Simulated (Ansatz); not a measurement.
# Computing U for Co in CoSi

Wanted: U for Co in CoSi without fitting to experiment, with its cost and its spread between recipes.

Calculated with Ansatz 0.2.0; functionals named at each step; plane waves, collinear spin, no spin–orbit coupling.

The database entry behind the starting cell differs from later determinations by our own check (0.1 to 0.3 % short, probably kX units), so it need not match the best structure at ambient conditions.

### 1. The structure

Symmetry: P2_13, No. 198, cubic system. Conventional cell: a = 4.438 Å, b = 4.438 Å, c = 4.438 Å, α = 90.00°, β = 90.00°, γ = 90.00°. Nearest to Co lie 7 Si at 2.28 to 2.47 Å. Nearest to Si lie 7 Co at 2.28 to 2.47 Å. Farther neighbours are not listed.

As a file:

```cif
data_structure
_symmetry_space_group_name_H-M 'P2_13'
_symmetry_Int_Tables_number 198
_cell_length_a 4.4380
_cell_length_b 4.4380
_cell_length_c 4.4380
_cell_angle_alpha 90.000
_cell_angle_beta 90.000
_cell_angle_gamma 90.000
_cell_volume 87.41
loop_
_atom_site_label
_atom_site_type_symbol
_atom_site_symmetry_multiplicity
_atom_site_Wyckoff_symbol
_atom_site_fract_x
_atom_site_fract_y
_atom_site_fract_z
_atom_site_occupancy
Co1 Co 4 a 0.14000 0.14000 0.14000 1
Si1 Si 4 a 0.84300 0.84300 0.84300 1
```

### 2. The magnetic state

The response depends on the magnetic state, so a state is chosen first.

2 starts were run under PBE; the lowest per atom is taken, and its run is shown. Energies are taken at zero occupation width. All starts end non-magnetic.

input.yaml

```yaml
crystal:
  lattice:
    - [4.438, 0.0, 0.0]
    - [0.0, 4.438, 0.0]
    - [0.0, 0.0, 4.438]
  atoms:
    - { symbol: Co, position: [0.14, 0.14, 0.14], spin: 2.0 }
    - { symbol: Co, position: [0.36, 0.86, 0.64], spin: 2.0 }
    - { symbol: Co, position: [0.64, 0.36, 0.86], spin: 2.0 }
    - { symbol: Co, position: [0.86, 0.64, 0.36], spin: 2.0 }
    - { symbol: Si, position: [0.843, 0.843, 0.843] }
    - { symbol: Si, position: [0.657, 0.157, 0.343] }
    - { symbol: Si, position: [0.343, 0.657, 0.157] }
    - { symbol: Si, position: [0.157, 0.343, 0.657] }
magnetization:
  spin_polarized: true
kpoints:
  mp_grid: { grid: [7, 7, 7] }
hamiltonian:
  xc: pbe
scf:
  occupations: { method: fermi_dirac, width: 0.09 }
output:
  eigenvalues: true
```

Started as:

```console
$ ansatz run input.yaml --threads 4 --pin off --max-ram 14336MiB --backend cpu --events-out ev --progress --plain --runs-dir out
```

Numbers of over 12 decimals in the logs are rounded to 6 here.

Output:

```text
Engine: ansatz 0.2.0, aarch64-unknown-linux-gnu
Pseudopotentials: kind: paw
Pseudopotential: Co, paw, valence charge 17, recommended cutoff 420 eV (normal), Co.paw.azcp
Pseudopotential: Si, paw, valence charge 4, recommended cutoff 420 eV (normal), Si.paw.azcp
Functional definition: PBE
  parameter kappa = 0.804
  parameter beta = 0.066725
  exchange = pbe_x(kappa = kappa, mu = beta*pi^2/3)
  correlation = pbe_c(beta = beta)
Crystal: 8 atoms, lattice volume = 87.410 Å³
Basis set: ecut = 420 eV, 1743 PW (Γ)
Bands: 56, of which v1, the nominal top of the filled ones, is band 42 counted from 1 (41 counted from 0)
Symmetry: 12 space group operations
Space group: P213 (ITA 198), of the structure as read, at distance tolerance 4.4e-5 Å
Magnetic group: BNS 198.9 (UNI 1511), of the structure as read, at distance tolerance 4.4e-5 Å
k-points: 24 of 343 (time reversal used)
Non-local potential: Co, projectors of the file, l = 0: 3, l = 1: 2, l = 2: 3, l = 3: 1
Non-local potential: Si, projectors of the file, l = 0: 2, l = 1: 2, l = 2: 2
PAW form: soft (Blöchl's): semilocal exchange-correlation on the pseudo side does not see the compensation charge
PAW one-centre angular grid: Co, 590 points (default); XC on 64 Gauss nodes
PAW one-centre angular grid: Si, 110 points (default); XC on 64 Gauss nodes
Initial density: superposition of atomic densities (chi_scale 0.1, normalization cell)
Starting moments: Σ|m| = 8 μB on 4 of 8 sites
Initial wavefunctions: pseudopotential atomic-orbital guess
Functional: x = pbe(κ = 0.804, μ = 0.219515), c = pbe(β = 0.066725)
[...]
Magnetization: -0.0000 μB (42.0000 up, 42.0000 down)
Absolute magnetization: 0.0000 μB (∫|ρ↑−ρ↓|, with the PAW one-centre terms)
Spin contamination: 0.0000 ħ² per cell (⟨S²⟩ above its minimum at these occupations)
Per-site moments (μB) at R_I (Å): [(-3.8496411742841844e-8, 0.941734), (-3.849641203489412e-8, 0.941734), (-3.84964119721877e-8, 0.941734), (-3.8496412029389577e-8, 0.941734), (-1.8294191745383302e-8, 0.941734), (-1.82941920209022e-8, 0.941734), (-1.8294192033174118e-8, 0.941734), (-1.8294192004885742e-8, 0.941734)]
Free energy (F): -23052.694070 eV
Harris-Foulkes:  -23052.694070 eV  (|F-HF|=9.09e-11)
Internal energy: -23052.633304 eV  (E = F + TS)
E sigma→0 (E₀):  -23052.663687 eV
Entropy (-TS):   -0.060766 eV (-7.596 meV/atom)
Fermi energy:    16.702666 eV
--- Per-component energies (eV) ---
  E_band       = -953.270852
  E_kinetic    = 2009.776138
  E_local      = -14252.557952  (includes V_loc(G=0)·N_el)
  E_nonlocal   = 1921.681655
  E_hartree    = 6185.651814
  E_xc         = -869.364885
  E_vxc        = -1025.144426  (∫ρ·V_xc dr)
  E_paw        = -8118.667657  (= ΣΔE_a)
  E_vpaw       = -1978.331883  (= ΣTr[D̂ρ^β])
  E_aug_tail   = 0.000384  (compensation charges beyond the density's cutoff)
  E_ewald      = -9929.152802
  E_smearing   = -0.060766  (= −TS)
  E_closure    = -0.000000  (closes the sum)
  Σ components = -23052.694070   (vs F -23052.694070, Δ=0.00e0)
--- Band table (eV; the first three rows and the last of 48) ---
  k-point 0 ↑: bands = [... 38 lower, 15.8435, 15.8435, 16.6040, 16.6040, 16.6040, 19.0782, 19.0782, 19.0782, ... 10 higher]
  k-point 1 ↑: bands = [... 38 lower, 15.8441, 15.8953, 16.3931, 16.5477, 16.9546, 18.5249, 18.6672, 18.9757, ... 10 higher]
  k-point 2 ↑: bands = [... 38 lower, 15.8577, 15.9608, 16.2548, 16.3916, 17.4238, 18.1439, 18.1825, 18.4225, ... 10 higher]
  k-point 23 ↓: bands = [... 38 lower, 15.4043, 15.4400, 16.2895, 16.3322, 16.5922, 16.6579, 20.6954, 21.2501, ... 10 higher]
[key lines of the parts left out:]
SCF converged after 12 iterations
```

Elapsed: 11 s, on 4 threads of Arm Neoverse V1, shared host; peak memory 0.48 GiB; 40 s of CPU time.

In the SCF lines HF is the Harris–Foulkes energy and dr2 the Hartree energy of the density residual, in eV; the loop may stop once dr2 is under the threshold and the program's other checks hold. Hψ counts applications of the Hamiltonian.

| start | atoms | final state | energy (meV an atom) |
| --- | --- | --- | --- |
| parallel ++++ | 8 | non-magnetic | 0.0 |
| compensated ++−− | 8 | non-magnetic | 0.0 |

No atom keeps a moment above 0.05 μB.

Spin density of the compensated ++−− start:

### 3. PBE

A run without U, to see what the plain functional makes of this start.

input.yaml

```yaml
crystal:
  lattice:
    - [4.438, 0.0, 0.0]
    - [0.0, 4.438, 0.0]
    - [0.0, 0.0, 4.438]
  atoms:
    - { symbol: Co, position: [0.14, 0.14, 0.14] }
    - { symbol: Co, position: [0.36, 0.86, 0.64] }
    - { symbol: Co, position: [0.64, 0.36, 0.86] }
    - { symbol: Co, position: [0.86, 0.64, 0.36] }
    - { symbol: Si, position: [0.843, 0.843, 0.843] }
    - { symbol: Si, position: [0.657, 0.157, 0.343] }
    - { symbol: Si, position: [0.343, 0.657, 0.157] }
    - { symbol: Si, position: [0.157, 0.343, 0.657] }
kpoints:
  mp_grid: { grid: [7, 7, 7] }
hamiltonian:
  xc: pbe
scf:
  occupations: { method: fermi_dirac, width: 0.1 }
output:
  eigenvalues: true
magnetization:
  spin_polarized: false
```

Output:

```text
[...]
Crystal: 8 atoms, lattice volume = 87.410 Å³
Basis set: ecut = 420 eV, 1743 PW (Γ)
Bands: 51, of which v1, the nominal top of the filled ones, is band 42 counted from 1 (41 counted from 0)
Symmetry: 12 space group operations
[...]
k-points: 24 of 343 (time reversal used)
[...]
SCF iter   1: F=—  HF=-23052.704090 eV  |F-HF|=—  |Δ(HF+E_count)|=         —  Δρ=6.76e-3  dr2=8.35e-3  ethr=1.77e-3  ⟨swp⟩=6.8  Hψ=4775  notcnv=0  defer=3
[...]
SCF iter   7: F=-23052.701429 eV  HF=-23052.701429 eV  |F-HF|=2.01e-8  |Δ(HF+E_count)|=   1.00e-8  Δρ=5.25e-6  dr2=1.75e-8  ethr=1.19e-10  ⟨swp⟩=4.0  Hψ=2691  notcnv=0
SCF 1 converged in 7 iterations: F = -23052.701429 eV  dr2 = 1.75e-8
[...]
SCF converged after 7 iterations
Free energy (F): -23052.701429 eV
[...]
Internal energy: -23052.621627 eV  (E = F + TS)
E sigma→0 (E₀):  -23052.661528 eV
Entropy (-TS):   -0.079802 eV (-9.975 meV/atom)
Fermi energy:    16.713875 eV
[...]
--- Band table (eV; the first three rows and the last of 24) ---
  k-point 0: bands = [... 38 lower, 15.8438, 15.8438, 16.6033, 16.6033, 16.6033, 19.0779, 19.0779, 19.0779, ... 5 higher]
  k-point 1: bands = [... 38 lower, 15.8443, 15.8950, 16.3925, 16.5471, 16.9540, 18.5247, 18.6669, 18.9757, ... 5 higher]
  k-point 2: bands = [... 38 lower, 15.8578, 15.9604, 16.2544, 16.3910, 17.4235, 18.1437, 18.1823, 18.4225, ... 5 higher]
  k-point 23: bands = [... 38 lower, 15.4038, 15.4400, 16.2891, 16.3319, 16.5920, 16.6577, 20.6955, 21.2502, ... 5 higher]
```

It took 3 s on 4 threads; peak memory 0.39 GiB; 9.7 s of CPU time.

Read from the output:

| Property | Result |
| --- | --- |
| magnetization | 0 μB |
| final state | non-magnetic |

Spin is switched off in this run, so a non-magnetic state is imposed, not found.

### 4. PBE, one cell

The cheapest recipe shifts the site in the one cell.

Edit input.yaml of step 3 so:

```diff
@@ -15,5 +15,8 @@
 kpoints:
-  mp_grid: { grid: [7, 7, 7] }
+  mp_grid: { grid: [6, 6, 6] }
 hamiltonian:
   xc: pbe
+  hubbard:
+    sites: [{ species: Co, l: d, u_eff: linear-response }]
+    projectors: ortho-atomic
 scf:
```

Output:

```text
[...]
davidson cushion auto → off  (block headroom 9 ≥ Hubbard manifold empty extent 6; pin scf.eigensolver.cushion to override)
LR-U cycle 1: input U_eff = [0.000, 0.000, 0.000, 0.000] eV
Crystal: 8 atoms, lattice volume = 87.410 Å³
Basis set: ecut = 420 eV, 1743 PW (Γ)
Bands: 51, of which v1, the nominal top of the filled ones, is band 42 counted from 1 (41 counted from 0)
Symmetry: 12 space group operations
[...]
k-points: 24 of 216 (time reversal used)
[...]
iter 1 solved again at ethr=1.17e-2 eV; its pass at ethr=1.00e-1 eV (dr2=9.83e0 eV) is discarded
[...]
SCF iter  13: F=-23052.701132 eV  HF=-23052.701132 eV  |F-HF|=3.64e-12  |Δ(HF+E_count)|=  1.46e-11  Δρ=1.25e-7  dr2=9.98e-12  ethr=1.65e-12 (applied; sched 1.00e-12)  ⟨swp⟩=2.0  Hψ=2266  notcnv=0
SCF 1 converged in 13 iterations: F = -23052.701132 eV  dr2 = 9.98e-12
[...]
Symmetry: 3 space group operations
k-points: 40 of 216 (time reversal used)
[...]
eigensolver tolerance schedule calibrated: the retry pair's looser diagonalisation under-reported the residual by θ = 0.54 (0.24/decade); ethr = c·dr2/N_el runs at the constant in force after the calibration composes with the one it found (an armed cap, an earlier calibration), c = 1.7e-2
[...]
SCF 2 converged in 12 iterations: F = -23052.599317 eV  dr2 = 5.40e-13
LR-U cycle 1: largest |computed − input| of the U and V asked for = 8.3931 eV
LR-U result after 1 cycle(s), on one cell, whose images are shifted too, at d_alpha = 0.0125 eV:
  orbit [0, 1, 2, 3]: n₀ = 8.1459, χ₀ = -0.7550 eV⁻¹, χ = -0.1021 eV⁻¹, U = 8.393 eV (written back: yes)
Signs of the perturbation — each orbit's converged response is one sign's alone; on orbit [0, 1, 2, 3], the minus sign is not solved: the plus sign's trace and free energy read its response alike
[...]
SCF 3 converged in 10 iterations: F = -23028.723958 eV  dr2 = 8.93e-9
[...]
SCF converged after 10 iterations
Free energy (F): -23028.723958 eV
[...]
Internal energy: -23028.664612 eV  (E = F + TS)
E sigma→0 (E₀):  -23028.694285 eV
Entropy (-TS):   -0.059346 eV (-7.418 meV/atom)
Fermi energy:    15.895259 eV
[...]
--- Band table (eV; the first three rows and the last of 24) ---
  k-point 0: bands = [... 38 lower, 14.5874, 14.5874, 15.6929, 15.6929, 15.6929, 18.6097, 18.6097, 18.6097, ... 5 higher]
  k-point 1: bands = [... 38 lower, 14.5052, 14.9735, 15.4233, 15.6230, 16.3582, 17.9043, 18.1210, 18.5168, ... 5 higher]
  k-point 2: bands = [... 38 lower, 14.6382, 14.9327, 15.2374, 15.4156, 16.9503, 17.4506, 17.5953, 17.8454, ... 5 higher]
  k-point 23: bands = [... 38 lower, 14.0483, 14.0483, 15.5317, 15.5317, 15.5317, 15.5317, 21.6022, 21.6022, ... 5 higher]
Occupation matrices written to <dir>
```

Wall time 18 s (4 threads); peak memory 0.54 GiB.

The response of each shell:

| site | electrons | χ₀ (1/eV) | χ (1/eV) | U (eV) |
| --- | --- | --- | --- | --- |
| Co1 and 3 alike | 8.146 | -0.7550 | -0.1021 | 8.39 |

For Co1 the on-site elements alone give 1/χ₀ − 1/χ = 8.47 eV, the inverses of the full matrices 8.20 eV, and the program reports 8.39 eV, after an interpolation towards a dense mesh that it makes on unshifted meshes and on single cells of several shells. The state, moments and gap printed next belong to the closing SCF at this U.

Numbers from this step:

```yaml
magnetization: 0 μB
final_state: non-magnetic
```

U on Co is 8.39 eV. All images of the site are shifted together here, so the value is not converged.

Spin is switched off in this run, so a non-magnetic state is imposed, not found.

### 5. PBE, q-mesh 2×2×2

A mesh of wavevectors stands for a supercell in which the shifted site is farther from its images.

Edit input.yaml of step 4 so:

```diff
@@ -21,2 +21,3 @@
     projectors: ortho-atomic
+    lr: { qmesh: [2, 2, 2] }
 scf:
```

Output:

```text
[...]
LR-U cycle 1: input U_eff = [0.000, 0.000, 0.000, 0.000] eV
Crystal: 8 atoms, lattice volume = 87.410 Å³
Basis set: ecut = 420 eV, 1743 PW (Γ)
Bands: 51, of which v1, the nominal top of the filled ones, is band 42 counted from 1 (41 counted from 0)
Symmetry: 12 space group operations
[...]
k-points: 24 of 216 (time reversal used)
[...]
SCF iter  13: F=-23052.701132 eV  HF=-23052.701132 eV  |F-HF|=3.64e-12  |Δ(HF+E_count)|=  1.46e-11  Δρ=1.25e-7  dr2=9.98e-12  ethr=1.65e-12 (applied; sched 1.00e-12)  ⟨swp⟩=2.0  Hψ=2266  notcnv=0
SCF 1 converged in 13 iterations: F = -23052.701132 eV  dr2 = 9.98e-12
[...]
LR-U reference ψ shed before the perturbed-orbit SCFs — 0.03 GiB of wavefunction and exchange-operator storage released
NSCF: frozen V_eff on 24 k-points
[...]
DFPT response loops at q = (0, 0, -0.5) (fractional): preconditioner auto → Kerker (q_TF=auto, 2.710 Å⁻¹) (partly filled bands, converged f_vac=0.000); β = 1.00, the filter's whole step (`scf.mixing.beta` (0.50) is not read by the response loops under this deck's `scf.mixing.preconditioner`; to damp them name `kerker` or `kerker_dos`, under which they read `scf.mixing.beta`, and type it under 1.00, their step now; both keys bind the ground state too); Broyden in place of MSR1
[...]
LR-U cycle 1: largest |computed − input| of the U and V asked for = 8.5593 eV
LR-U result after 1 cycle(s), on the 2×2×2 q mesh at shift [0, 0, 0]:
[...]
q = [0.0000, 0.0000, 0.0000], weight 0.1250: sites [0] shifted on 40 pairs of k-points with 51 bands, 8 passes, the loops' stops and last bands leave some 2.9e-5 eV⁻¹ in χ
[...]
SCF 2 converged in 10 iterations: F = -23028.276552 eV  dr2 = 8.86e-9
[...]
SCF converged after 10 iterations
Free energy (F): -23028.276552 eV
[...]
Internal energy: -23028.217451 eV  (E = F + TS)
E sigma→0 (E₀):  -23028.247002 eV
Entropy (-TS):   -0.059100 eV (-7.388 meV/atom)
Fermi energy:    15.878387 eV
[...]
--- Band table (eV; the first three rows and the last of 24) ---
  k-point 0: bands = [... 38 lower, 14.5669, 14.5669, 15.6739, 15.6739, 15.6739, 18.6001, 18.6001, 18.6001, ... 5 higher]
  k-point 1: bands = [... 38 lower, 14.4796, 14.9549, 15.4043, 15.6040, 16.3449, 17.8932, 18.1113, 18.5098, ... 5 higher]
  k-point 2: bands = [... 38 lower, 14.6141, 14.9109, 15.2181, 15.3966, 16.9393, 17.4392, 17.5853, 17.8362, ... 5 higher]
  k-point 23: bands = [... 38 lower, 14.0201, 14.0201, 15.5127, 15.5127, 15.5127, 15.5127, 21.5955, 21.5955, ... 5 higher]
Occupation matrices written to <dir>
```

The job ended after 2.2 min (4 threads; peak memory 1.2 GiB).

Bare and screened response, and U:

| site | electrons | χ₀ (1/eV) | χ (1/eV) | U (eV) |
| --- | --- | --- | --- | --- |
| Co1 and 3 alike | 8.146 | -0.8728 | -0.1029 | 8.56 |

For Co1 the on-site elements alone give 1/χ₀ − 1/χ = 8.57 eV, the inverses of the full matrices 8.54 eV, and the program reports 8.56 eV, after an interpolation towards a dense mesh that it makes on unshifted meshes and on single cells of several shells. The state, moments and gap printed next belong to the closing SCF at this U.

This step gave:

* magnetization: 0 μB
* final state: non-magnetic

U on Co is 8.56 eV here against 8.39 eV (+2 %) in the run that differs in the way the response is sampled alone (PBE, one cell), at 7.3 times its CPU time.

Spin is switched off in this run, so a non-magnetic state is imposed, not found.

### 6. PBE, q-mesh 2×2×2

This input is changed on purpose, to see how the response run answers a poor choice.

Edit input.yaml of step 5 so:

```diff
@@ -15,3 +15,3 @@
 kpoints:
-  mp_grid: { grid: [6, 6, 6] }
+  mp_grid: { grid: [10, 10, 10] }
 hamiltonian:
@@ -22,4 +22,6 @@
     lr: { qmesh: [2, 2, 2] }
+    lr_supercell: 2
 scf:
   occupations: { method: fermi_dirac, width: 0.1 }
+  max_iter: 100
 output:
```

Output:

```text
Error: hamiltonian.hubbard.lr.qmesh with hamiltonian.hubbard.lr_supercell — the two are ways to one end, a shift with its images far off; keep one of them
```

Elapsed: 0.02 s, on 4 threads; peak memory 0.031 GiB.

The program refused the input before any cycle.

The program's message: “Error: hamiltonian.hubbard.lr.qmesh with hamiltonian.hubbard.lr_supercell — the two are ways to one end, a shift with its images far off; keep one of them”

The fault put into the input: a supercell beside a q mesh.

### 7. PBE, shifted q-mesh 2×2×2

A mesh of wavevectors stands for a supercell in which the shifted site is farther from its images; shifted off q = 0, it leaves out the wavevector at which all images move together.

Edit input.yaml of step 6 so:

```diff
@@ -15,3 +15,3 @@
 kpoints:
-  mp_grid: { grid: [10, 10, 10] }
+  mp_grid: { grid: [8, 8, 8] }
 hamiltonian:
@@ -21,7 +21,5 @@
     projectors: ortho-atomic
-    lr: { qmesh: [2, 2, 2] }
-    lr_supercell: 2
+    lr: { qmesh: [2, 2, 2], qmesh_shift: [0.5, 0.5, 0.5] }
 scf:
   occupations: { method: fermi_dirac, width: 0.1 }
-  max_iter: 100
 output:
```

Output:

```text
[...]
LR-U cycle 1: input U_eff = [0.000, 0.000, 0.000, 0.000] eV
Crystal: 8 atoms, lattice volume = 87.410 Å³
Basis set: ecut = 420 eV, 1743 PW (Γ)
Bands: 51, of which v1, the nominal top of the filled ones, is band 42 counted from 1 (41 counted from 0)
Symmetry: 12 space group operations
[...]
k-points: 45 of 512 (time reversal used)
[...]
k-point 0: bands = [... 38 lower, 14.5618, 14.5618, 15.6698, 15.6698, 15.6698, 18.5979, 18.5979, 18.5979, ... 5 higher]
  k-point 1: bands = [... 38 lower, 14.4764, 14.8978, 15.4575, 15.6307, 16.1035, 18.0482, 18.2733, 18.7182, ... 5 higher]
  k-point 2: bands = [... 38 lower, 14.5214, 14.9532, 15.3024, 15.5124, 16.7976, 17.6804, 17.7690, 18.1048, ... 5 higher]
  k-point 44: bands = [... 38 lower, 14.0131, 14.0131, 15.5095, 15.5095, 15.5095, 15.5095, 21.5943, 21.5943, ... 5 higher]
Occupation matrices written to <dir>
[key lines of the parts left out:]
SCF converged after 10 iterations
Free energy (F): -23028.192444 eV
Fermi energy:    15.867874 eV
```

Elapsed: 5.5 min, on 4 threads; peak memory 4 GiB; 22 min of CPU time.

The response of each shell:

| site | electrons | χ₀ (1/eV) | χ (1/eV) | U (eV) |
| --- | --- | --- | --- | --- |
| Co1 and 3 alike | 8.146 | -0.8823 | -0.1029 | 8.59 |

For Co1 the on-site elements alone give 1/χ₀ − 1/χ = 8.58 eV, the inverses of the full matrices 8.59 eV, and the program reports 8.59 eV. The state, moments and gap printed next belong to the closing SCF at this U.

Numbers from this step:

| Item | Value |
| --- | --- |
| magnetization | 0 μB |
| final state | non-magnetic |

U on Co is 8.59 eV here against 8.56 eV (+0.4 %) in the run that differs in the way the response is sampled and in its k-mesh (PBE, q-mesh 2×2×2), at 2.5 times its CPU time. Only one of the two values carries the program's interpolation, which is part of the difference.

Spin is switched off in this run, so a non-magnetic state is imposed, not found.

(Part 1 of 2 ends here.)

[Logs and program files are shortened in this print: banners, set-up blocks, solver, clock and traceback lines can be left out without a mark of their own.]

[Logs are printed without paths, hosts, clocks, repeated set-up lines and the standing remarks that a program may print on its own settings, such as how far it seeks lower states.]

[Hosts, paths, dates, database ids (printed as entryN), source tags and the programs' standing remarks are cut or masked in the printed files.]

[Where a cell is said to come from a database of computed structures, the database is the Materials Project.]
